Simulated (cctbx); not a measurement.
# Occupancies in ErB4Pd4

Cell a = 7.5480 Å, b = 7.5480 Å, c = 14.7470 Å, α = 90.00°, β = 90.00°, γ = 90.00°; space group I4_1/acd (no. 142, origin choice 1); nominal formula ErB4Pd4.

The data are simulated with cctbx, not measured: Mo Kα, λ = 0.71073 Å, to d = 0.75 Å, 70 % of the full sphere, strongest reflection 70000 counts, noise from counting, a 3 % proportional error and a noise floor of 15 counts (s.d.); no absorption.

With every site full:

```text
Rint 0.025, 263 unique reflections to 0.75 A
cycle     R1     wR2    GooF  max shift (A)
   1  0.1400  0.3012  20.230   0.00496
   2  0.0077  0.0156   1.048   0.00005
final R1 0.0077 wR2 0.0156 GooF 1.048  parameters 21  data/parameter 12.5
atom        x        y        z      Ueq    occ   su(xyz)  su(Uiso or U11)
Er1    0.50000  0.00000  0.00000   0.0017  1.000  0.00000  0.0001
Pd1    0.35182  0.87809  0.30992   0.0045  1.000  0.00002  0.0001
B1     0.13770  0.83139  0.42020   0.0096  1.000  0.00035  0.0010
difference map: max 0.58 min -0.52 rms 0.17
Q1    0.0950  0.2393  0.6853   32    0.62  0.88 A from Pd1
Q2    0.0403  0.1843  0.3845   32    0.56  1.25 A from Pd1
Q3    0.1067  0.2246  0.2446   32    0.50  1.54 A from Pd1
Q4    0.1472  0.2279  0.9962   32    0.49  1.13 A from Pd1
Q5    0.0549  0.1523  0.1986   32    0.45  1.44 A from Er1
Q6    0.0411  0.1885  0.1057   32    0.45  0.96 A from Pd1
```

With the occupancies of the suspect sites free, each still typed as its main element:

```text
Rint 0.025, 263 unique reflections to 0.75 A
cycle     R1     wR2    GooF  max shift (A)
   1  0.0777  0.1682  11.320   0.00003
   2  0.0077  0.0156   1.049   0.00005
final R1 0.0077 wR2 0.0156 GooF 1.049  parameters 22  data/parameter 12.0
atom        x        y        z      Ueq    occ   su(xyz)  su(Uiso or U11)
Er1    0.50000  0.00000  0.00000   0.0017  1.000  0.00000  0.0001
Pd1    0.35182  0.87809  0.30992   0.0045  1.000  0.00002  0.0001
B1     0.13770  0.83139  0.42020   0.0096  0.999  0.00035  0.0012
su of occupancy B1: 0.017
difference map: max 0.58 min -0.52 rms 0.17
Q1    0.0950  0.2393  0.6853   32    0.62  0.88 A from Pd1
Q2    0.0403  0.1843  0.3845   32    0.56  1.25 A from Pd1
Q3    0.1068  0.2246  0.2446   32    0.50  1.54 A from Pd1
Q4    0.1472  0.2280  0.9962   32    0.49  1.13 A from Pd1
Q5    0.0549  0.1523  0.1986   32    0.45  1.44 A from Er1
Q6    0.0411  0.1885  0.1057   32    0.45  0.96 A from Pd1
```

**Question.** What is the disorder?

X-rays count electrons. B1 refines to 0.999(0.017), or 5.0 electrons; the site truly holds 0.9 B, 4.5 electrons, which is 0.900 of B. All are within 3 s.u. of full, so these data don't show the disorder. Occupancy correlates with U and the scale, so the match is approximate.

Freeing them takes R1 from 0.0077 to 0.0077 and GooF from 1.05 to 1.05.

This is a model crystal, built by substitution and not relaxed, with assumed displacement parameters.

[Middle refinement cycles are left out of these outputs.]

[Logs are printed without paths, hosts, clocks, repeated set-up lines and the standing remarks that a program may print on its own settings, such as how far it seeks lower states.]
